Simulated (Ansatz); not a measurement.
# BaLa2S4 (I-42d):Ba_i (8-fold void), thermodynamic levels from a 56-atom cell, part 2 of 2

Charge states of Ba_i (8-fold void) in BaLa2S4 (I-42d), set against the band edges. Model: a cell of 56 host atoms with 1 Ba put in.

Ansatz; place-levels on PBEsol runs: charge-transition levels and formation energies with image-charge correction and potential alignment at the atomic sites.

So far. Step 3 (Placing the levels, PBEsol): Under PBEsol the gap is 1.92 eV, (+2/+1) 1.50, (+1/0) 1.72, (0/−1) 1.96 (outside the gap) (with band filling) eV.

### 4. Effect of the sampling

The relaxations' own energies give the levels at their sampling, for comparison.

Contents of levels.relax_mesh.yaml:

```yaml
host:
  run: host.relax.run
  levels_from: { run: edges.relax.run }
states: [qm1_M1.relax.run, q0.relax.run, qp1_M1.relax.run, qp2.relax.run, q0_M2.relax.run]
chemical_potentials:
  Ba:
    energy: -5862.611346
    dataset: <sha256 of the dataset>
```

Started as:

```
$ ansatz place-levels levels.relax_mesh.yaml -- --threads 4 --pin off --max-ram 14131MiB
```

Numbers of over 12 decimals in the logs are rounded to 6 here.

The log of the run:

```text
(+2/+1) 1.405 eV above the valence edge, 0.520 eV under the conduction edge
(+1/0) 1.589 eV above the valence edge, 0.336 eV under the conduction edge
[...]
formation energy of charge +2: +1.670 eV with the Fermi level at the valence edge
formation energy of charge +1: +3.075 eV with the Fermi level at the valence edge
formation energy of charge 0: +4.664 eV with the Fermi level at the valence edge
formation energy of charge -1: +6.627 eV with the Fermi level at the valence edge
  edges by pbesol of host.levels_from (edges.relax.run), its mesh sampled to repeats of 38.14 Å (the valence edge +0.076 eV and the conduction edge -0.143 eV from those of the host's own run), gap 1.925 eV; the host is sampled to repeats of 12.45 Å
[... the lines on each state left out ...]
```

Run time: 0.2 s. Hardware: 4 threads of Arm Neoverse V1, shared host.

Levels between neighbouring charges, in eV above the valence top:

```
                        gap (eV)  (+2/+1)  (+1/0)  (0/−1)
one point at (¼, ¼, ¼)      1.92     1.41    1.59    1.96
  a 2×2×2 shifted mesh      1.92     1.50    1.72    1.96
```

Going from one point at (¼, ¼, ¼) to a 2×2×2 shifted mesh moves the levels that carry no band-filling term by up to 0.13 eV and formation energies against the elements by up to 0.26 eV; band-filling terms, which differ between samplings, are in these energies.

### 5. Placing the levels, r2SCAN

r2SCAN on the same structure is run to see how far the result rests on the functional, though not on the errors that semilocal functionals share; the sampling changes too, to one point at (¼, ¼, ¼), so differences hold both changes.

Contents of qm1_M1.r2scan/input.yaml:

```yaml
crystal:
  checkpoint: "../qm1_M1.relax.run"
  host: checkpoint
total_charge: -1
basis:
  ecutwfc: 500
  xc_grid: 2
hamiltonian:
  xc: r2scan
kpoints:
  mp_grid: { grid: [1, 1, 1], shift: [0.25, 0.25, 0.25] }
magnetization:
  spin_polarized: true
  initial_magnetization: 1
  spin_locking: { lock_magnetization: hard }
scf:
  occupations: { method: fermi_dirac, width: 0.01 }
  max_iter: 80
output:
  forces: true
  eigenvalues: true
  charged_corrections:
    epsilon: [7.76, 7.76, 7.54]
    static_epsilon: [20.97, 20.97, 18.13]
    defect_position: [0.503885, 0.371115, 0.878885]
  eigenstates: { localisation: true }
  populations: true
  efg: {}
checkpoint:
  write: "../qm1_M1.r2scan.run"
  compress: false
  write_wavefunctions: false
  write_every: 100000
```

Elapsed: 4.1 min, on 4 threads; peak memory 5.9 GiB.

Contents of levels.r2scan.yaml:

```yaml
host:
  run: host.r2scan.run
  levels_from: { run: edges.r2scan.run }
states: [qm1_M1.r2scan.run, q0.r2scan.run, qp1_M1.r2scan.run, qp2.r2scan.run, q0_M2.r2scan.run]
geometry_from:
  qm1_M1.r2scan.run: qm1_M1.relax.run
  q0.r2scan.run: q0.relax.run
  qp1_M1.r2scan.run: qp1_M1.relax.run
  qp2.r2scan.run: qp2.relax.run
  q0_M2.r2scan.run: q0_M2.relax.run
  host.r2scan.run: host.relax.run
chemical_potentials:
  Ba:
    energy: -5964.46082
    dataset: <sha256 of the dataset>
```

Started as:

```
$ ansatz place-levels levels.r2scan.yaml -- --threads 4 --pin off --max-ram 14131MiB
```

The log of the run:

```text
(+2/+1) 1.755 eV above the valence edge, 0.640 eV under the conduction edge
(+1/0) 2.003 eV above the valence edge, 0.392 eV under the conduction edge
[...]
formation energy of charge +2: +2.313 eV with the Fermi level at the valence edge
formation energy of charge +1: +4.068 eV with the Fermi level at the valence edge
formation energy of charge 0: +6.071 eV with the Fermi level at the valence edge
formation energy of charge -1: +8.519 eV with the Fermi level at the valence edge
  edges by r2scan of host.levels_from (edges.r2scan.run), its mesh sampled to repeats of 38.14 Å (the valence edge +0.076 eV and the conduction edge -0.138 eV from those of the host's own run), gap 2.395 eV; the host is sampled to repeats of 12.45 Å
[... the lines on each state left out ...]
```

Run time: 0.33 s. Hardware: 4 threads.

Under r2SCAN the gap is 2.40 eV, (+2/+1) 1.75, (+1/0) 2.00, (0/−1) 2.45 (outside the gap) (with band filling) eV.

### 6. A changed set-up

The levels are placed again with one choice changed, to see how much they rest on it.

levels.try0.yaml is levels.point.yaml with these lines changed:

```diff
-epsilon: [7.76, 7.76, 7.54]
-static_epsilon: [20.97, 20.97, 18.13]
+epsilon: 1.0001
+static_epsilon: 1.0001
```

Started as:

```
$ ansatz place-levels levels.try0.yaml -- --threads 4 --pin off --max-ram 14131MiB
```

The log of the run:

```text
(+2/+1) 0.074 eV beneath the valence edge (-1.987 eV without the band-filling correction), in the valence band
(+1/0) 0.558 eV above the valence edge, 1.366 eV under the conduction edge
[...]
formation energy of charge +2: +4.438 eV with the Fermi level at the valence edge
formation energy of charge +1: +4.364 eV with the Fermi level at the valence edge
formation energy of charge 0: +4.923 eV with the Fermi level at the valence edge
formation energy of charge -1: +6.878 eV with the Fermi level at the valence edge
vertical -1 to 0: no energy, since no alignment is typed
vertical +1 to 0: no energy, since no alignment is typed
vertical +2 to 0: no energy, since no alignment is typed
[...]
[... the lines on each state left out ...]
```

The change: no screening of the image charge.

Levels in eV above the valence top; the changed ones are not the defect's:

|  | gap (eV) | (+2/+1) | (+1/0) | (0/−1) |
| --- | --- | --- | --- | --- |
| changed | 1.92 | -0.07 | 0.56 | 1.96 |
| as set up | 1.92 | 1.50 | 1.72 | 1.96 |

The largest shift is 1.57 eV, band-filling terms included.

### 7. Cost and result

Levels between neighbouring charges, in eV above each run's own valence top:

```
                                        gap (eV)  (+2/+1)  (+1/0)  (0/−1)  CPU time a state at this stage (restarts are quicker than cold starts)
            PBEsol, 2×2×2 shifted mesh      1.92     1.50    1.72    1.96                                                                  22 min
r2SCAN on PBEsol structures, (¼, ¼, ¼)      2.40     1.75    2.00    2.45                                                                  12 min
```

### 8. What came out

| Quantity | Value |
| --- | --- |
| gap of the host | 1.92 eV (PBEsol) |
| level (plus 2/plus 1) | 1.50 eV above the valence top |
| level (plus 1/0) | 1.72 eV above the valence top |
| level (0/minus 1) | 1.96 eV above the valence top, past the conduction bottom (2.06 eV above the valence top without the band-filling term) |
| lowest of the charges placed, just above the valence top (0.02 eV) | +2 |
| lowest of the charges placed, just below the conduction bottom (0.02 eV) | 0 |
| lowest formation energy at mid-gap of the charges run, elemental references | 3.63 eV |

In words: Of the charges placed (−1, 0, +1 and +2), the lowest changes at 1.50 eV (+2/+1) and 1.72 eV (+1/0) above the valence top, in a gap of 1.92 eV. (+2/+1) and (+1/0) lie nearer to a band edge than the share of the finite-size correction in them (0.65 and 0.49 eV), and that correction holds for a localised charge alone. Charges above +2 were not placed, so these runs say nothing of levels that involve them. States placed: +2 at 0 μB; +1 at 1 μB; 0 at 0 μB and 2 μB; −1 at 1 μB. Other spin states or structures, where not listed, weren't placed. The program finds carriers beyond a band edge of the host and adds a band-filling term at charge −1 (-0.10 eV); steps to such a charge show no bound level, and a defect level inside a band would be read the same way. Going from one point at (¼, ¼, ¼) to a 2×2×2 shifted mesh moves the levels that carry no band-filling term by up to 0.13 eV and formation energies against the elements by up to 0.26 eV; band-filling terms, which differ between samplings, are in these energies. What this leaves open: PBEsol makes the gap too small and tends to spread out bound carriers; spin–orbit coupling, which can matter with heavy atoms, is left out; force components of up to 0.23 eV/Å remain in a run at the final settings.

[Logs are printed without paths, hosts, clocks, repeated set-up lines and the standing remarks that a program may print on its own settings, such as how far it seeks lower states.]

[Hosts, paths, dates, database ids (printed as entryN), source tags and the programs' standing remarks are cut or masked in the printed files.]

[Where a table of states has a column of steps, it counts the stored structures, which are thinned; the runs took as many ionic steps or more.]

[A defect's name tells the site on which it was built; relaxed atoms can leave that site.]

[For some hosts the program warned that the k-mesh of the response run may be too coarse for force constants and the static dielectric constant; such warnings are not shown here.]
